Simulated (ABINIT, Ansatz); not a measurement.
**CaC2 (R-3m): bands and cutoff in G0W0 with ABINIT**

Aim: raise bands and screening cutoff together for CaC2 (R-3m) and follow gap and time.

Method: PBEsol and many-body steps on it, plane waves, in ABINIT 10.8.3.

## (1) The structure

Symmetry: R-3m, No. 166, trigonal system. Conventional cell: a = 3.889 Å, b = 3.889 Å, c = 11.862 Å, α = 90.00°, β = 90.00°, γ = 120.00°. Nearest to Ca lie 6 C at 2.62 Å. C has 1 C at 1.26 Å and 3 Ca at 2.62 Å nearest. Farther neighbours are not listed.

The cell and positions are those that the Materials Project relaxed with its own functionals (PBE, PBE+U or r2SCAN), kept fixed.

## (2) Empty states on the mesh, 4×4×4 mesh, 134 bands

This step: ABINIT 10.8.3; DFT, PBEsol, plane waves, norm-conserving pseudopotentials.

The sums over transitions need many empty states on a uniform mesh; this step solves for them.

Input file run.abi:

```
acell 3*1.0 Angstrom
rprim 
  1.944397984288 1.122598699617 3.953874776707
  -1.944397984288 1.122598699617 3.953874776707
  -0.000000000000 -2.245197399304 3.953874776686
ntypat 2
znucl 20 6
natom 3
typat 1 2 2
xred 
  0.000000000000 0.000000000000 0.000000000000
  0.552915000000 0.552915000000 0.552915000000
  0.447085000000 0.447085000000 0.447085000000
pp_dirpath "pseudos"
pseudos "Ca.upf, C.upf"
ecut 37
ngkpt 4 4 4
nshiftk 1
shiftk 0 0 0
kptopt 1
chksymbreak 0
irdden 1
istwfk *1
nband 134
prtvol 0
optdriver 6
gwr_task "HDIAGO"
paral_kgb 0
occopt 1
indata_prefix "in"
outdata_prefix "out"
tmpdata_prefix "tmp"
```

Started as:

```sh
> OMP_NUM_THREADS=1 mpirun -n 4 abinit run.abi > log
```

The log of the run:

```text
.Version 10.8.3 of ABINIT. v10.8.2 released Aug 2026.

 Symmetries : space group R-3 m (#166); Bravais hR (rhombohedral)
[... echo of the input left out ...]
== DATASET  1 ==================================================================
-   mpi_nproc: 4, omp_nthreads: 1 (-1 if OMP is not activated)

--- !DatasetInfo
iteration_state: {dtset: 1, }
dimensions: {natom: 3, nkpt: 13, mband: 134, nsppol: 1, nspinor: 1, nspden: 1, mpw: 3777, }
cutoff_energies: {ecut:  37.0, pawecutdg:  -1.0, }
[...]
Indirect band gap semiconductor
 Fundamental gap:     2.585 (eV)
   VBM:     2.560 (eV) at k: [ 5.0000E-01,  5.0000E-01,  5.0000E-01]
   CBM:     5.145 (eV) at k: [ 5.0000E-01,  5.0000E-01,  0.0000E+00]
 Direct gap:         3.890 (eV) at k: [ 5.0000E-01,  5.0000E-01,  0.0000E+00]

== END DATASET(S) ==============================================================
================================================================================

 -outvars: echo values of variables after computation  --------
           etotal      0.0000000000E+00
            nband         134
             nkpt          13
          spgroup         166
 [... the other variables as echoed above ...]

 Calculation completed.
```

Wall time 3.8 min (4 MPI ranks of Arm Neoverse N1, shared host); peak memory 3.3 GiB; 15 min of CPU time.

Numbers from this step:

- gap: 2.585 eV
- k of the valence top: 0.5, 0.5, 0.5
- k of the conduction bottom: 0.5, 0.5, 0
- least direct gap: 3.890 eV
- k points computed: 13
- lowest point of the top converged band, above the valence top: 90.2000 eV

On this mesh the gap is 2.585 eV.

The density comes from a self-consistent run that is not shown.

## (3) Screening, 4×4×4 mesh, 23 bands, screening to 62.6 eV

The RPA dielectric matrix is built and inverted for each q.

This step: RPA screening on PBEsol, plane waves, norm-conserving pseudopotentials.

Edit run.abi of step 2 so:

```diff
@@ -21,10 +21,11 @@
 chksymbreak 0
-irdden 1
 istwfk *1
-nband 134
-prtvol 0
-optdriver 6
-gwr_task "HDIAGO"
-paral_kgb 0
 occopt 1
+irdwfk 1
+optdriver 3
+nband 23
+ecuteps 2.3
+inclvkb 2
+awtr 1
+symchi 1
 indata_prefix "in"
```

The log of the run:

```text
.Version 10.8.3 of ABINIT. v10.8.2 released Aug 2026.

 Symmetries : space group R-3 m (#166); Bravais hR (rhombohedral)
[... echo of the input left out ...]
== DATASET  1 ==================================================================
-   mpi_nproc: 4, omp_nthreads: 1 (-1 if OMP is not activated)

--- !DatasetInfo
iteration_state: {dtset: 1, }
dimensions: {natom: 3, nkpt: 13, mband: 23, nsppol: 1, nspinor: 1, nspden: 1, mpw: 3777, }
cutoff_energies: {ecut:  37.0, pawecutdg:  -1.0, }
electrons: {nelect:   1.80000000E+01, charge:   0.00000000E+00, occopt:   1.00000000E+00, tsmear:   1.00000000E-02, }

 SCREENING: Calculation of the susceptibility and dielectric matrices

 Based on a program developped by R.W. Godby, V. Olevano, G. Onida, and L. Reining.
 Incorporated in ABINIT by V. Olevano, G.-M. Rignanese, and M. Torrent.
.Using double precision arithmetic ; gwpc =  8

[... cell and pseudopotentials left out ...]
--------------------------------------------------------------------------------

 ==== K-mesh for the wavefunctions ====
 Number of points in the irreducible wedge :    13
[... list of points left out ...]
 Together with 12 symmetry operations and time-reversal symmetry
 yields    64 points in the full Brillouin Zone.

 ==== Q-mesh for the screening function ====
 Number of points in the irreducible wedge :    13
[... list of points left out ...]
 Together with 12 symmetry operations and time-reversal symmetry
 yields    64 points in the full Brillouin Zone.

 setmesh: FFT mesh size selected  =    30x   30x   30
          total number of points  =        27000

 vcoul_init : cutoff-mode = AUXILIARY_FUNCTION
 q-points for optical limit:   1
     1)      0.000010    0.000020    0.000030

- screening: taking advantage of time-reversal symmetry
- Maximum band index for partially occupied states nbvw = 9
- Remaining bands to be divided among processors   nbcw = 14
- Number of bands treated by each node ~3

 Number of electrons calculated from density =   18.0000; Expected =   18.0000
 average of density, n =  0.051510
 r_s =    1.6673
 omega_plasma =   21.8928 [eV]

 calculating chi0 at frequencies [eV] :
  1    0.000000E+00    0.000000E+00
  2    0.000000E+00    2.189282E+01

--------------------------------------------------------------------------------
  q-point number  1        q = ( 0.000000, 0.000000, 0.000000) [r.l.u.]
--------------------------------------------------------------------------------
[... chi0 elements left out ...]
 For q-point:  0.000010 0.000020 0.000030
  dielectric constant =   3.8061
  dielectric constant without local fields =   4.6267

  Average fulfillment of the sum rule on Im[epsilon] for q-point    1 :     29.14  [%]
[... wings left out ...]
  q-point number  2        q = ( 0.250000, 0.000000, 0.000000) [r.l.u.]
--------------------------------------------------------------------------------
[... chi0 elements left out ...]
  Average fulfillment of the sum rule on Im[epsilon] for q-point    2 :     50.44  [%]

 [... 11 further q-points ...]
```

Wall time 16 s (4 MPI ranks); peak memory 0.65 GiB; 62 s of CPU time.

Numbers from this step:

- ε∞ with local fields, on this mesh, along the program's q direction: 3.806
- the same without local fields: 4.627
- plasma frequency: 21.89 eV
- plane waves in the screening matrix: 59

Local fields lower ε∞ by 18 %.

## (4) 23 bands, 62.6 eV

The self-energy is evaluated for the states that the input lists, and the levels follow from it, in one-shot runs by the linearised quasiparticle equation.

This step: G0W0 on PBEsol, plane waves, norm-conserving pseudopotentials.

Edit run.abi of step 3 so:

```diff
@@ -24,8 +24,19 @@
 irdwfk 1
-optdriver 3
+optdriver 4
 nband 23
+gwcalctyp 0
+ecutsigx 37
+symsigma 1
+nkptgw 3
+kptgw 
+  0.5000000000 0.5000000000 0.5000000000
+  0.5000000000 0.5000000000 0.0000000000
+  0.0000000000 0.0000000000 0.0000000000
+bdgw 
+  7 11
+  8 11
+  8 11
 ecuteps 2.3
-inclvkb 2
-awtr 1
-symchi 1
+irdscr 1
+ppmodel 1
 indata_prefix "in"
```

The log of the run:

```text
.Version 10.8.3 of ABINIT. v10.8.2 released Aug 2026.

 Symmetries : space group R-3 m (#166); Bravais hR (rhombohedral)
[... echo of the input left out ...]
== DATASET  1 ==================================================================
-   mpi_nproc: 4, omp_nthreads: 1 (-1 if OMP is not activated)

--- !DatasetInfo
iteration_state: {dtset: 1, }
dimensions: {natom: 3, nkpt: 13, mband: 23, nsppol: 1, nspinor: 1, nspden: 1, mpw: 3777, }
cutoff_energies: {ecut:  37.0, pawecutdg:  -1.0, }
electrons: {nelect:   1.80000000E+01, charge:   0.00000000E+00, occopt:   1.00000000E+00, tsmear:   1.00000000E-02, }

 SIGMA: Calculation of the GW corrections

 Based on a program developped by R.W. Godby, V. Olevano, G. Onida, and L. Reining.
 Incorporated in ABINIT by V. Olevano, G.-M. Rignanese, and M. Torrent.
.Using double precision arithmetic ; gwpc =  8

[... cell and pseudopotentials left out ...]
--------------------------------------------------------------------------------

 ==== K-mesh for the wavefunctions ====
 Number of points in the irreducible wedge :    13
[... list of points left out ...]
 Together with 12 symmetry operations and time-reversal symmetry
 yields    64 points in the full Brillouin Zone.

 ==== Q-mesh for screening function ====
 Number of points in the irreducible wedge :    13
[... list of points left out ...]
 Together with 12 symmetry operations and time-reversal symmetry
 yields    64 points in the full Brillouin Zone.

 vcoul_init : cutoff-mode = AUXILIARY_FUNCTION
 q-points for optical limit:   1
     1)      0.000010    0.000020    0.000030
 setmesh: FFT mesh size selected  =    48x   48x   48
          total number of points  =       110592

 Number of electrons calculated from density =   18.0000; Expected =   18.0000
 average of density, n =  0.051510
 r_s =    1.6673
 omega_plasma =   21.8928 [eV]

 === KS Band Gaps ===
  >>>> For spin  1
   Minimum direct gap =   3.8903 [eV], located at k-point      :   0.5000  0.5000  0.0000
   Fundamental gap    =   2.5851 [eV], Top of valence bands at :   0.5000  0.5000  0.5000
                                       Bottom of conduction at :   0.5000  0.5000  0.0000
 SIGMA fundamental parameters:
 PLASMON POLE MODEL  1
 number of plane-waves for SigmaX                 3777
 number of plane-waves for SigmaC and W             59
 number of plane-waves for wavefunctions          3777
 number of bands                                    23
 number of independent spin polarizations            1
 number of spinorial components                      1
 number of k-points in IBZ                          13
 number of q-points in IBZ                          13
 number of symmetry operations                      12
 number of k-points in BZ                           64
 number of q-points in BZ                           64
 number of frequencies for dSigma/dE                 9
 frequency step for dSigma/dE [eV]                0.25
 number of omega for Sigma on real axis              0
 max omega for Sigma on real axis  [eV]           0.00
 zcut for avoiding poles [eV]                     0.10

 EPSILON^-1 parameters (SCR file):
 dimension of the eps^-1 matrix on file             59
 dimension of the eps^-1 matrix used                59
 number of plane-waves for wavefunctions          3777
 number of bands                                    23
 number of q-points in IBZ                          13
 number of frequencies                               2
 number of real frequencies                          1
 number of imag frequencies                          1

 matrix elements of self-energy operator (all in [eV])

 Perturbative Calculation

--- !SelfEnergy_ee
iteration_state: {dtset: 1, }
kpoint     : [   0.500,    0.500,    0.500, ]
spin       : 1
KS_gap     :    5.544
QP_gap     :    6.711
Delta_QP_KS:    1.167
data: !SigmaeeData |
     Band     E0 <VxcDFT>   SigX SigC(E0)      Z dSigC/dE  Sig(E)    E-E0       E
        7   1.052 -13.415 -16.390   2.772   0.778  -0.286 -13.574  -0.159   0.893
        8   1.052 -13.415 -16.390   2.772   0.778  -0.286 -13.574  -0.159   0.893
        9   2.560 -14.924 -18.845   3.958   0.777  -0.287 -14.896   0.028   2.589
       10   8.104  -8.203  -3.942  -2.840   0.842  -0.188  -7.007   1.196   9.300
       11   8.246 -14.001  -6.893  -3.625   0.815  -0.227 -11.163   2.838  11.084

--- !SelfEnergy_ee
iteration_state: {dtset: 1, }
kpoint     : [   0.500,    0.500,    0.000, ]
spin       : 1
KS_gap     :    3.890
QP_gap     :    5.965
Delta_QP_KS:    2.074
data: !SigmaeeData |
     Band     E0 <VxcDFT>   SigX SigC(E0)      Z dSigC/dE  Sig(E)    E-E0       E
        8   1.231 -13.450 -16.535   2.768   0.781  -0.281 -13.697  -0.248   0.983
[...]
--- !SelfEnergy_ee
iteration_state: {dtset: 1, }
kpoint     : [   0.000,    0.000,    0.000, ]
spin       : 1
KS_gap     :    3.898
QP_gap     :    6.462
Delta_QP_KS:    2.564
data: !SigmaeeData |
     Band     E0 <VxcDFT>   SigX SigC(E0)      Z dSigC/dE  Sig(E)    E-E0       E
[...]
9   1.731 -13.847 -16.648   2.643   0.784  -0.276 -13.972  -0.125   1.607
       10   5.629 -12.960  -7.505  -2.461   0.815  -0.228 -10.521   2.439   8.069
       11   5.629 -12.960  -7.505  -2.461   0.815  -0.228 -10.521   2.439   8.069

== END DATASET(S) ==============================================================
================================================================================

 -outvars: echo values of variables after computation  --------
           etotal      0.0000000000E+00
            nband          23
             nkpt          13
          spgroup         166
 [... the other variables as echoed above ...]

 Calculation completed.
```

Elapsed: 6.4 s, on 4 MPI ranks; peak memory 0.57 GiB.

Numbers from this step:

```yaml
g0w0_gap_on_the_points_computed: 4.533 eV
starting_gap_on_the_mesh: 2.585 eV
k_of_the_valence_top: 0.5, 0.5, 0.5
k_of_the_conduction_bottom: 0.5, 0.5, 0
z_at_the_valence_top: 0.777
z_at_the_conduction_bottom: 0.82
least_direct_g0w0_gap_on_the_computed_points: 5.965 eV
```

The gap on the mesh goes from 2.59 eV to 4.53 eV, a correction of +1.95 eV.

## (5) Screening, 4×4×4 mesh, 56 bands, screening to 114.3 eV

This step: RPA screening on PBEsol, plane waves, norm-conserving pseudopotentials.

Edit run.abi of step 4 so:

```diff
@@ -24,19 +24,8 @@
 irdwfk 1
-optdriver 4
-nband 23
-gwcalctyp 0
-ecutsigx 37
-symsigma 1
-nkptgw 3
-kptgw 
-  0.5000000000 0.5000000000 0.5000000000
-  0.5000000000 0.5000000000 0.0000000000
-  0.0000000000 0.0000000000 0.0000000000
-bdgw 
-  7 11
-  8 11
-  8 11
-ecuteps 2.3
-irdscr 1
-ppmodel 1
+optdriver 3
+nband 56
+ecuteps 4.2
+inclvkb 2
+awtr 1
+symchi 1
 indata_prefix "in"
```

The log of the run:

```text
.Version 10.8.3 of ABINIT. v10.8.2 released Aug 2026.

 Symmetries : space group R-3 m (#166); Bravais hR (rhombohedral)
[... echo of the input left out ...]
== DATASET  1 ==================================================================
-   mpi_nproc: 4, omp_nthreads: 1 (-1 if OMP is not activated)

--- !DatasetInfo
iteration_state: {dtset: 1, }
dimensions: {natom: 3, nkpt: 13, mband: 56, nsppol: 1, nspinor: 1, nspden: 1, mpw: 3777, }
cutoff_energies: {ecut:  37.0, pawecutdg:  -1.0, }
electrons: {nelect:   1.80000000E+01, charge:   0.00000000E+00, occopt:   1.00000000E+00, tsmear:   1.00000000E-02, }

 SCREENING: Calculation of the susceptibility and dielectric matrices

 Based on a program developped by R.W. Godby, V. Olevano, G. Onida, and L. Reining.
 Incorporated in ABINIT by V. Olevano, G.-M. Rignanese, and M. Torrent.
.Using double precision arithmetic ; gwpc =  8

[... cell and pseudopotentials left out ...]
--------------------------------------------------------------------------------

 ==== K-mesh for the wavefunctions ====
 Number of points in the irreducible wedge :    13
[... list of points left out ...]
 Together with 12 symmetry operations and time-reversal symmetry
 yields    64 points in the full Brillouin Zone.

 ==== Q-mesh for the screening function ====
 Number of points in the irreducible wedge :    13
[... list of points left out ...]
 Together with 12 symmetry operations and time-reversal symmetry
 yields    64 points in the full Brillouin Zone.

 setmesh: FFT mesh size selected  =    32x   32x   32
          total number of points  =        32768

 vcoul_init : cutoff-mode = AUXILIARY_FUNCTION
 q-points for optical limit:   1
     1)      0.000010    0.000020    0.000030

- screening: taking advantage of time-reversal symmetry
- Maximum band index for partially occupied states nbvw = 9
- Remaining bands to be divided among processors   nbcw = 47
- Number of bands treated by each node ~11

 Number of electrons calculated from density =   18.0000; Expected =   18.0000
 average of density, n =  0.051510
 r_s =    1.6673
 omega_plasma =   21.8928 [eV]

 calculating chi0 at frequencies [eV] :
  1    0.000000E+00    0.000000E+00
  2    0.000000E+00    2.189282E+01

--------------------------------------------------------------------------------
  q-point number  1        q = ( 0.000000, 0.000000, 0.000000) [r.l.u.]
--------------------------------------------------------------------------------
[... chi0 elements left out ...]
 For q-point:  0.000010 0.000020 0.000030
  dielectric constant =   3.7958
  dielectric constant without local fields =   4.7054

  Average fulfillment of the sum rule on Im[epsilon] for q-point    1 :     57.94  [%]
[... wings left out ...]
  q-point number  2        q = ( 0.250000, 0.000000, 0.000000) [r.l.u.]
--------------------------------------------------------------------------------
[... chi0 elements left out ...]
  Average fulfillment of the sum rule on Im[epsilon] for q-point    2 :     70.65  [%]

 [... 11 further q-points ...]
```

Wall time 43 s (4 MPI ranks); peak memory 0.94 GiB; 2.9 min of CPU time.

This step gave:

```yaml
eps_infinity_with_local_fields_on_this_mesh_along_the_program_s_q_direction: 3.796
the_same_without_local_fields: 4.705
plasma_frequency: 21.89 eV
plane_waves_in_the_screening_matrix: 139
```

(Continued in part 2 of 2.)

[Paths, hosts, dates, memory and timing lines, banners, echoed tables and standing remarks are left out of the program output.]

[Logs are printed without paths, hosts, clocks, repeated set-up lines and the standing remarks that a program may print on its own settings, such as how far it seeks lower states.]

[Runs of the session that timed out or met a known fault of the program may be left out.]

[No measured gap is set beside runs whose start may be inverted or whose files or cutoffs have a known fault.]

[Hosts, paths, dates, database ids (printed as entryN), source tags and the programs' standing remarks are cut or masked in the printed files.]

[G0W0 gaps are taken among the corrected bands and points alone; a level outside them can change the order at an edge.]

[Where Ansatz stands beside ABINIT at settings called matched, ABINIT's density can come from a denser mesh and the files from another edition; pairs whose starting gaps differed by over 0.03 eV were left out, so agreement reads better than it is.]
